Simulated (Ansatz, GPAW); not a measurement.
# Work function of a 7-layer slab of Al(111) at several levels, part 2 of 3

Aim: the work function of both faces of a 7-layer slab of Al(111), and its spread over functionals and bases.

GPAW 26.7.0 and Ansatz 0.2.0; Ansatz plane waves; slab in vacuum with a dipole correction, relaxation (the session's first sound run).

So far, upper work function (eV): step 2 (relaxation) 4.02.

### 3. Plane waves, PBE

The work function is the vacuum plateau of the electrostatic potential less the Fermi level; a dipole layer lets the two faces have plateaus of their own.

This step: GPAW, PAW setups; slab in vacuum (GPAW 26.7.0).

run.py reads:

```python
import json
import numpy as np
from ase import Atoms
from gpaw import GPAW, PW

slab = Atoms(
    ['Al', 'Al', 'Al', 'Al', 'Al', 'Al', 'Al'],
    positions=[
        [0.00000, 0.00000, 8.00000],
        [1.43189, 0.82670, 10.33827],
        [2.86378, 1.65341, 12.67654],
        [0.00000, -0.00000, 15.00306],
        [1.43189, 0.82670, 17.32805],
        [2.86378, 1.65341, 19.63016],
        [0.00000, 0.00000, 21.97497]],
    cell=[[2.86378, 0.0, 0.0], [1.43189, 2.48011, 0.0], [0.0, 0.0, 30.02961]],
    pbc=[True, True, False])

slab.calc = GPAW(mode=PW(400), xc='PBE', kpts={'size': (13, 13, 1), 'gamma': True},
                 occupations={'name': 'fermi-dirac', 'width': 0.1}, nbands='200%',
                 convergence={'density': 1e-05}, maxiter=200,
                 poissonsolver={'dipolelayer': 'xy'},
                 symmetry={'tolerance': 1e-3}, txt='slab.txt')
result = {}
energy = slab.get_potential_energy()
fermi = slab.calc.get_fermi_level()
v = slab.calc.get_electrostatic_potential().mean((0, 1)) - fermi
n = slab.calc.get_pseudo_density().mean((0, 1))
L = slab.cell[2, 2]
z = np.arange(len(v)) * L / len(v)
low, high = slab.positions[:, 2].min(), slab.positions[:, 2].max()
below, above = np.interp([low - 5.8, high + 5.8], z, v)
slopes = [np.interp(x, z, np.gradient(v, z)) for x in (low - 5.8, high + 5.8)]
eps = np.array([[slab.calc.get_eigenvalues(k, s) for k in range(len(slab.calc.get_ibz_k_points()))]
                for s in range(slab.calc.get_number_of_spins())]) - fermi
top, bottom = eps[eps < 0].max(), eps[eps > 0].min()
dipole = slab.get_dipole_moment()[2]
print(f'energy {energy:.4f} eV, Fermi level {fermi:.4f} eV, dipole {dipole:.5f} e A')
print(f'potential 5.8 A off the faces, from the Fermi level: lower {below:.4f} eV, upper {above:.4f} eV')
print(f'slope of the potential there: lower {slopes[0]:.5f}, upper {slopes[1]:.5f} eV/A')
print(f'nearest levels on the mesh: {top:.4f} and {bottom:.4f} eV')
print('magnetic moment', round(slab.get_magnetic_moment(), 3))
result.update(energy=energy, fermi=fermi, dipole=dipole, below=below, above=above, slopes=slopes, edges=[top, bottom],
              z=z.tolist(), v=v.tolist(), n=n.tolist(), positions=slab.positions.tolist(),
              forces=slab.get_forces(apply_constraint=False).tolist(), moments=slab.get_magnetic_moments().tolist())
json.dump(result, open('result.json', 'w'))
```

Started as:

```sh
OMP_NUM_THREADS=1 OPENBLAS_NUM_THREADS=1 python run.py
```

Output:

```text
energy -25.4006 eV, Fermi level 2.0702 eV, dipole 0.00024 e A
potential 5.8 A off the faces, from the Fermi level: lower 4.0284 eV, upper 4.0211 eV
slope of the potential there: lower -0.00011, upper 0.00012 eV/A
nearest levels on the mesh: -0.0016 and 0.0164 eV
magnetic moment 0.0
```

The job ended after 2.9 min (1 thread of Arm Neoverse V1, shared host; peak memory 0.21 GiB).

Numbers from this step:

| Quantity | Value |
| --- | --- |
| dipole along the normal | 2.38e-4 e·Å |
| levels nearest the Fermi level on the mesh | -0.001575, 0.01643 eV from the Fermi level |
| upper work function | 4.021 eV |
| lower work function | 4.028 eV |

The electrostatic potential energy of an electron (without an applied field's), less the Fermi level, planar mean oscillates, so the rows of the table below give means over windows of 2.36 Å about each position, cut where the curve ends. Its maxima inside the range that stand out by 2 % of the span (Å: eV): 9.2: -0.518, 11.5: -0.449, 13.8: -0.537, 16.2: -0.555, 18.4: -0.658, 20.8: -0.437. Its minima: 8.0: -15.8, 10.3: -15.9, 12.7: -15.9, 15.0: -15.9, 17.4: -15.8, 19.6: -16.0, 22.0: -15.8.

Electrostatic potential energy of an electron (without an applied field's), less the Fermi level, planar mean against z; means over each step:

| z (Å) | electrostatic potential energy of an electron (without an applied field's), less the Fermi level, planar mean (eV) |
| --- | --- |
| 1.18 | 4.03 |
| 3.54 | 4.03 |
| 5.90 | 3.16 |
| 8.26 | -6.97 |
| 10.62 | -7.03 |
| 12.98 | -7.05 |
| 15.34 | -7.06 |
| 17.70 | -7.11 |
| 20.06 | -7.05 |
| 22.42 | -6.10 |
| 24.78 | 3.87 |
| 27.14 | 4.02 |
| 29.50 | 4.02 |

The pseudo valence density, planar mean oscillates, so the rows of the table below give means over windows of 1 Å about each position, cut where the curve ends. Its maxima inside the range that stand out by 2 % of the span (Å: e/Å³): 7.5: 0.188, 8.6: 0.197, 9.9: 0.200, 10.9: 0.199, 12.2: 0.197, 13.3: 0.200, 14.6: 0.197, 15.4: 0.199, 16.7: 0.201, 17.8: 0.200, 19.1: 0.203, 20.2: 0.201, 21.4: 0.198, 22.3: 0.186. Its minima: 7.9: 0.147, 9.2: 0.177, 10.3: 0.141, 11.6: 0.178, 12.7: 0.142, 13.9: 0.178, 15.0: 0.143, 16.1: 0.178, 17.4: 0.143, 18.4: 0.184, 19.7: 0.147, 20.8: 0.175, 21.9: 0.150.

Pseudo valence density, planar mean against z; means over each step:

| z (Å) | pseudo valence density, planar mean (e/Å³) |
| --- | --- |
| 3 | 8.6e-6 |
| 4 | 1.0e-4 |
| 5 | 0.00135 |
| 6 | 0.0162 |
| 7 | 0.109 |
| 8 | 0.172 |
| 9 | 0.184 |
| 10 | 0.176 |
| 11 | 0.186 |
| 12 | 0.185 |
| 13 | 0.177 |
| 14 | 0.185 |
| 15 | 0.173 |
| 16 | 0.186 |
| 17 | 0.178 |
| 18 | 0.188 |
| 19 | 0.188 |
| 20 | 0.177 |
| 21 | 0.183 |
| 22 | 0.171 |
| 23 | 0.105 |
| 24 | 0.0153 |
| 25 | 0.00125 |
| 26 | 9.8e-5 |
| 27 | 8.2e-6 |

Force by atom:

| atom | x (eV/Å) | y (eV/Å) | z (eV/Å) | size |
| --- | --- | --- | --- | --- |
| Al1 | 0.000 | 0.000 | -0.027 | 0.027 |
| Al2 | 0.000 | 0.000 | 0.111 | 0.111 |
| Al3 | 0.000 | 0.000 | -0.087 | 0.087 |
| Al4 | 0.000 | 0.000 | -0.001 | 0.001 |
| Al5 | 0.000 | 0.000 | -0.004 | 0.004 |
| Al6 | 0.000 | 0.000 | 0.003 | 0.003 |
| Al7 | 0.000 | 0.000 | 0.004 | 0.004 |

The potential is flat to 1.2e-4 eV/Å where it is read, so the vacuum is wide enough. The geometry is the other program's minimum; here the largest force on a free atom is 0.0038 eV/Å.

### 4. Self-consistent run: xc = "RPBE"

The same geometry under RPBE, to see how far the functional moves the levels against the vacuum.

run.py, as its differences from that of step 3:

```diff
@@ -18,3 +18,3 @@
 
-slab.calc = GPAW(mode=PW(400), xc='PBE', kpts={'size': (13, 13, 1), 'gamma': True},
+slab.calc = GPAW(mode=PW(400), xc='RPBE', kpts={'size': (13, 13, 1), 'gamma': True},
                  occupations={'name': 'fermi-dirac', 'width': 0.1}, nbands='200%',
```

Output:

```text
energy -23.6936 eV, Fermi level 2.1590 eV, dipole 0.00024 e A
potential 5.8 A off the faces, from the Fermi level: lower 3.9541 eV, upper 3.9468 eV
slope of the potential there: lower -0.00012, upper 0.00013 eV/A
nearest levels on the mesh: -0.0102 and 0.0188 eV
magnetic moment 0.0
```

The job ended after 2.1 min (1 thread; peak memory 0.2 GiB).

Numbers from this step:

| Quantity | Value |
| --- | --- |
| dipole along the normal | 2.37e-4 e·Å |
| levels nearest the Fermi level on the mesh | -0.01020, 0.01877 eV from the Fermi level |
| upper work function | 3.947 eV |
| lower work function | 3.954 eV |

The electrostatic potential energy of an electron (without an applied field's), less the Fermi level, planar mean oscillates, so the rows of the table below give means over windows of 2.36 Å about each position, cut where the curve ends. Its maxima inside the range that stand out by 2 % of the span (Å: eV): 9.2: -0.599, 11.5: -0.530, 13.8: -0.616, 16.2: -0.635, 18.4: -0.739, 20.8: -0.518. Its minima: 8.0: -15.9, 10.3: -16.0, 12.7: -16.0, 15.0: -16.0, 17.4: -15.9, 19.6: -16.1, 22.0: -16.0.

Table of electrostatic potential energy of an electron (without an applied field's), less the Fermi level, planar mean by z; means over each step:

| z (Å) | electrostatic potential energy of an electron (without an applied field's), less the Fermi level, planar mean (eV) |
| --- | --- |
| 1.18 | 3.95 |
| 3.54 | 3.95 |
| 5.90 | 3.09 |
| 8.26 | -7.06 |
| 10.62 | -7.14 |
| 12.98 | -7.15 |
| 15.34 | -7.16 |
| 17.70 | -7.21 |
| 20.06 | -7.15 |
| 22.42 | -6.19 |
| 24.78 | 3.79 |
| 27.14 | 3.95 |
| 29.50 | 3.95 |

The pseudo valence density, planar mean oscillates, so the rows of the table below give means over windows of 1 Å about each position, cut where the curve ends. Its maxima inside the range that stand out by 2 % of the span (Å: e/Å³): 7.5: 0.187, 8.6: 0.196, 9.9: 0.199, 10.9: 0.199, 12.2: 0.196, 13.3: 0.199, 14.4: 0.197, 15.4: 0.198, 16.7: 0.200, 17.8: 0.199, 19.1: 0.202, 20.2: 0.200, 21.4: 0.197, 22.3: 0.185. Its minima: 7.9: 0.147, 9.0: 0.178, 10.3: 0.141, 11.6: 0.179, 12.7: 0.142, 13.9: 0.179, 15.0: 0.143, 16.1: 0.179, 17.4: 0.143, 18.4: 0.185, 19.7: 0.146, 20.8: 0.177, 21.9: 0.149.

Pseudo valence density, planar mean against z; means over each step:

| z (Å) | pseudo valence density, planar mean (e/Å³) |
| --- | --- |
| 3 | 9.5e-6 |
| 4 | 1.1e-4 |
| 5 | 0.00135 |
| 6 | 0.0161 |
| 7 | 0.109 |
| 8 | 0.171 |
| 9 | 0.184 |
| 10 | 0.175 |
| 11 | 0.186 |
| 12 | 0.185 |
| 13 | 0.177 |
| 14 | 0.186 |
| 15 | 0.173 |
| 16 | 0.186 |
| 17 | 0.177 |
| 18 | 0.188 |
| 19 | 0.188 |
| 20 | 0.176 |
| 21 | 0.184 |
| 22 | 0.171 |
| 23 | 0.106 |
| 24 | 0.0152 |
| 25 | 0.00125 |
| 26 | 1.0e-4 |
| 27 | 8.9e-6 |

Force by atom:

| atom | x (eV/Å) | y (eV/Å) | z (eV/Å) | size |
| --- | --- | --- | --- | --- |
| Al1 | 0.000 | 0.000 | -0.093 | 0.093 |
| Al2 | 0.000 | 0.000 | 0.112 | 0.112 |
| Al3 | 0.000 | 0.000 | -0.088 | 0.088 |
| Al4 | 0.000 | 0.000 | -0.001 | 0.001 |
| Al5 | 0.000 | 0.000 | -0.007 | 0.007 |
| Al6 | 0.000 | 0.000 | 0.009 | 0.009 |
| Al7 | 0.000 | 0.000 | 0.069 | 0.069 |

The upper face's work function is 3.947 eV, against 4.021 eV in the first plane-wave PBE run at this geometry.

### 5. Self-consistent run: xc = "revPBE"

The same geometry under revPBE, to see how far the functional moves the levels against the vacuum.

run.py, as its differences from that of step 4:

```diff
@@ -18,3 +18,3 @@
 
-slab.calc = GPAW(mode=PW(400), xc='RPBE', kpts={'size': (13, 13, 1), 'gamma': True},
+slab.calc = GPAW(mode=PW(400), xc='revPBE', kpts={'size': (13, 13, 1), 'gamma': True},
                  occupations={'name': 'fermi-dirac', 'width': 0.1}, nbands='200%',
```

Output:

```text
energy -23.9304 eV, Fermi level 2.1463 eV, dipole 0.00024 e A
potential 5.8 A off the faces, from the Fermi level: lower 3.9542 eV, upper 3.9469 eV
slope of the potential there: lower -0.00012, upper 0.00013 eV/A
nearest levels on the mesh: -0.0088 and 0.0209 eV
magnetic moment 0.0
```

The job ended after 2.2 min (1 thread; peak memory 0.2 GiB).

Numbers from this step:

```yaml
dipole_along_the_normal: 2.40e-4 e·Å
levels_nearest_the_fermi_level_on_the_mesh: -0.008799, 0.02086 eV from the Fermi level
```

The electrostatic potential energy of an electron (without an applied field's), less the Fermi level, planar mean oscillates, so the rows of the table below give means over windows of 2.36 Å about each position, cut where the curve ends. Its maxima inside the range that stand out by 2 % of the span (Å: eV): 9.2: -0.581, 11.5: -0.512, 13.8: -0.599, 16.2: -0.618, 18.4: -0.722, 20.8: -0.501. Its minima: 8.0: -15.9, 10.3: -16.0, 12.7: -16.0, 15.0: -16.0, 17.4: -15.9, 19.6: -16.1, 22.0: -15.9.

Table of electrostatic potential energy of an electron (without an applied field's), less the Fermi level, planar mean by z; means over each step:

z (Å), electrostatic potential energy of an electron (without an applied field's), less the Fermi level, planar mean (eV) and a bar from the least value:
```
     1.18        4.0 ##############################
     3.54        4.0 ##############################
     5.90        3.1 ############################
     8.26       -7.0 
    10.62       -7.1 
    12.98       -7.1 
    15.34       -7.1 
    17.70       -7.2 
    20.06       -7.1 
    22.42       -6.2 ###
    24.78        3.8 ##############################
    27.14        3.9 ##############################
    29.50        3.9 ##############################
```

The upper face's work function is 3.947 eV, against 4.021 eV in the first plane-wave PBE run at this geometry.

### 6. Self-consistent run: xc = "vdW-DF2"

The same geometry under vdW-DF2, to see how far the functional moves the levels against the vacuum (the van der Waals functionals take revPBE setups).

run.py, as its differences from that of step 5:

```diff
@@ -18,3 +18,3 @@
 
-slab.calc = GPAW(mode=PW(400), xc='revPBE', kpts={'size': (13, 13, 1), 'gamma': True},
+slab.calc = GPAW(mode=PW(400), xc='vdW-DF2', kpts={'size': (13, 13, 1), 'gamma': True},
                  occupations={'name': 'fermi-dirac', 'width': 0.1}, nbands='200%',
```

Output:

```text
energy -175.2557 eV, Fermi level 1.9933 eV, dipole 0.00023 e A
potential 5.8 A off the faces, from the Fermi level: lower 4.1921 eV, upper 4.1851 eV
slope of the potential there: lower -0.00054, upper 0.00055 eV/A
nearest levels on the mesh: -0.0675 and 0.0008 eV
magnetic moment 0.0
```

Run time: 1.7 min. Hardware: 1 thread; peak memory 0.35 GiB.

This step gave:

```
dipole along the normal                    : 2.26e-4 e·Å
levels nearest the Fermi level on the mesh : -0.06750, 8.50e-4 eV from the Fermi level
upper work function                        : 4.185 eV
lower work function                        : 4.192 eV
```

The upper face's work function is 4.185 eV, against 4.021 eV in the first plane-wave PBE run at this geometry.

### 7. Self-consistent run: xc = "LDA"

The same geometry under LDA, to see how far the functional moves the levels against the vacuum.

run.py, as its differences from that of step 6:

```diff
@@ -18,3 +18,3 @@
 
-slab.calc = GPAW(mode=PW(400), xc='vdW-DF2', kpts={'size': (13, 13, 1), 'gamma': True},
+slab.calc = GPAW(mode=PW(400), xc='LDA', kpts={'size': (13, 13, 1), 'gamma': True},
                  occupations={'name': 'fermi-dirac', 'width': 0.1}, nbands='200%',
```

Output:

```text
energy -28.2968 eV, Fermi level 1.8873 eV, dipole 0.00023 e A
potential 5.8 A off the faces, from the Fermi level: lower 4.1957 eV, upper 4.1885 eV
slope of the potential there: lower -0.00011, upper 0.00011 eV/A
nearest levels on the mesh: -0.0636 and 0.0087 eV
magnetic moment 0.0
```

Run time: 100 s. Hardware: 1 thread; peak memory 0.21 GiB.

This step gave:

```yaml
dipole_along_the_normal: 2.34e-4 e·Å
levels_nearest_the_fermi_level_on_the_mesh: -0.06363, 0.008659 eV from the Fermi level
upper_work_function: 4.189 eV
lower_work_function: 4.196 eV
```

The electrostatic potential energy of an electron (without an applied field's), less the Fermi level, planar mean oscillates, so the rows of the table below give means over windows of 2.36 Å about each position, cut where the curve ends. Its maxima inside the range that stand out by 2 % of the span (Å: eV): 9.2: -0.350, 11.5: -0.284, 13.8: -0.371, 16.2: -0.389, 18.4: -0.489, 20.8: -0.271. Its minima: 8.0: -15.6, 10.3: -15.6, 12.7: -15.7, 15.0: -15.7, 17.4: -15.6, 19.6: -15.7, 22.0: -15.6.

Table of electrostatic potential energy of an electron (without an applied field's), less the Fermi level, planar mean by z; means over each step:

z (Å), electrostatic potential energy of an electron (without an applied field's), less the Fermi level, planar mean (eV) and a bar from the least value:
```
     1.18        4.2 ##############################
     3.54        4.2 ##############################
     5.90        3.3 ############################
     8.26       -6.8 
    10.62       -6.8 
    12.98       -6.8 
    15.34       -6.9 
    17.70       -6.9 
    20.06       -6.8 
    22.42       -5.9 ###
    24.78        4.0 ##############################
    27.14        4.2 ##############################
    29.50        4.2 ##############################
```

The upper face's work function is 4.189 eV, against 4.021 eV in the first plane-wave PBE run at this geometry.

### 8. OptPBE vdW: xc = "optPBE-vdW"

The same geometry under optPBE-vdW, to see how far the functional moves the levels against the vacuum (the van der Waals functionals take revPBE setups).

run.py, as its differences from that of step 7:

```diff
@@ -18,3 +18,3 @@
 
-slab.calc = GPAW(mode=PW(400), xc='LDA', kpts={'size': (13, 13, 1), 'gamma': True},
+slab.calc = GPAW(mode=PW(400), xc='optPBE-vdW', kpts={'size': (13, 13, 1), 'gamma': True},
                  occupations={'name': 'fermi-dirac', 'width': 0.1}, nbands='200%',
```

Output:

```text
energy -60.5662 eV, Fermi level 2.0380 eV, dipole 0.00025 e A
potential 5.8 A off the faces, from the Fermi level: lower 4.1511 eV, upper 4.1436 eV
slope of the potential there: lower -0.00018, upper 0.00018 eV/A
nearest levels on the mesh: -0.0020 and 0.0090 eV
magnetic moment 0.0
```

Run time: 2.1 min. Hardware: 1 thread; peak memory 0.35 GiB.

This step gave:

```
dipole along the normal                    : 2.47e-4 e·Å
levels nearest the Fermi level on the mesh : -0.002004, 0.008974 eV from the Fermi level
upper work function                        : 4.144 eV
lower work function                        : 4.151 eV
```

The electrostatic potential energy of an electron (without an applied field's), less the Fermi level, planar mean oscillates, so the rows of the table below give means over windows of 2.36 Å about each position, cut where the curve ends. Its maxima inside the range that stand out by 2 % of the span (Å: eV): 9.2: -0.579, 11.5: -0.505, 13.8: -0.598, 16.2: -0.616, 18.4: -0.712, 20.8: -0.501. Its minima: 8.0: -15.8, 10.3: -15.9, 12.7: -15.9, 15.0: -15.9, 17.4: -15.8, 19.6: -16.0, 22.0: -15.8.

Table of electrostatic potential energy of an electron (without an applied field's), less the Fermi level, planar mean by z; means over each step:

| z (Å) | electrostatic potential energy of an electron (without an applied field's), less the Fermi level, planar mean (eV) |
| --- | --- |
| 1.18 | 4.15 |
| 3.54 | 4.15 |
| 5.90 | 3.22 |
| 8.26 | -6.99 |
| 10.62 | -7.07 |
| 12.98 | -7.08 |
| 15.34 | -7.10 |
| 17.70 | -7.14 |
| 20.06 | -7.08 |
| 22.42 | -6.10 |
| 24.78 | 3.96 |
| 27.14 | 4.14 |
| 29.50 | 4.14 |

The upper face's work function is 4.144 eV, against 4.021 eV in the first plane-wave PBE run at this geometry.

### 9. Real-space grid: mode = "fd"

A real-space grid is a second complete basis, so it checks the plane-wave result.

run.py, as its differences from that of step 8:

```diff
@@ -3,3 +3,3 @@
 from ase import Atoms
-from gpaw import GPAW, PW
+from gpaw import GPAW
 
@@ -18,3 +18,3 @@
 
-slab.calc = GPAW(mode=PW(400), xc='optPBE-vdW', kpts={'size': (13, 13, 1), 'gamma': True},
+slab.calc = GPAW(mode='fd', h=0.18, xc='PBE', kpts={'size': (13, 13, 1), 'gamma': True},
                  occupations={'name': 'fermi-dirac', 'width': 0.1}, nbands='200%',
```

Output:

```text
energy -25.3980 eV, Fermi level -4.0246 eV, dipole 0.00028 e A
potential 5.8 A off the faces, from the Fermi level: lower 4.0282 eV, upper 4.0210 eV
slope of the potential there: lower -0.00007, upper 0.00007 eV/A
nearest levels on the mesh: -0.0014 and 0.0164 eV
magnetic moment 0.0
```

It took 3.7 min on 1 thread; peak memory 0.44 GiB.

Numbers from this step:

| Item | Value |
| --- | --- |
| dipole along the normal | 2.82e-4 e·Å |
| levels nearest the Fermi level on the mesh | -0.001436, 0.01637 eV from the Fermi level |
| upper work function | 4.021 eV |
| lower work function | 4.028 eV |

The upper face's work function is 4.021 eV, against 4.021 eV in the first plane-wave PBE run at this geometry.

### 10. Atomic orbitals: mode = "lcao"

Atom-centred orbitals end a few angstrom from the surface, which tests how much the density's tail matters.

run.py, as its differences from that of step 9:

```diff
@@ -18,4 +18,4 @@
 
-slab.calc = GPAW(mode='fd', h=0.18, xc='PBE', kpts={'size': (13, 13, 1), 'gamma': True},
-                 occupations={'name': 'fermi-dirac', 'width': 0.1}, nbands='200%',
+slab.calc = GPAW(mode='lcao', basis='dzp', h=0.18, xc='PBE', kpts={'size': (13, 13, 1), 'gamma': True},
+                 occupations={'name': 'fermi-dirac', 'width': 0.1}, nbands='120%',
                  convergence={'density': 1e-05}, maxiter=200,
```

Output:

```text
energy -24.7706 eV, Fermi level -3.9538 eV, dipole 0.00031 e A
potential 5.8 A off the faces, from the Fermi level: lower 3.9578 eV, upper 3.9498 eV
slope of the potential there: lower -0.00000, upper -0.00000 eV/A
nearest levels on the mesh: -0.0025 and 0.0249 eV
magnetic moment 0.0
```

The job ended after 12 min (1 thread; peak memory 0.29 GiB).

This step gave:

* dipole along the normal: 3.13e-4 e·Å
* levels nearest the Fermi level on the mesh: -0.002535, 0.02488 eV from the Fermi level
* upper work function: 3.950 eV
* lower work function: 3.958 eV

The upper face's work function is 3.950 eV, against 4.021 eV in the first plane-wave PBE run at this geometry.

### 11. The ladder

Times are for 1 thread of Arm Neoverse V1, shared host. The series side by side:

| no. | run | upper work function (eV) | lower work function (eV) | time | memory (GiB) |
| --- | --- | --- | --- | --- | --- |
| 1 | pw | 4.021 | 4.028 | 2.9 min | 0.21 |
| 2 | RPBE | 3.947 | 3.954 | 2.1 min | 0.2 |
| 3 | revPBE | 3.947 | 3.954 | 2.2 min | 0.2 |
| 4 | vdW DF2 | 4.185 | 4.192 | 1.7 min | 0.35 |
| 5 | LDA | 4.189 | 4.196 | 100 s | 0.21 |
| 6 | optPBE vdW | 4.144 | 4.151 | 2.1 min | 0.35 |
| 7 | fd | 4.021 | 4.028 | 3.7 min | 0.44 |
| 8 | lcao | 3.950 | 3.958 | 12 min | 0.29 |

(Part 2 of 3 ends here.)

[Logs are printed without paths, hosts, clocks, repeated set-up lines and the standing remarks that a program may print on its own settings, such as how far it seeks lower states.]

[Hosts, paths, dates, database ids (printed as entryN), source tags and the programs' standing remarks are cut or masked in the printed files.]
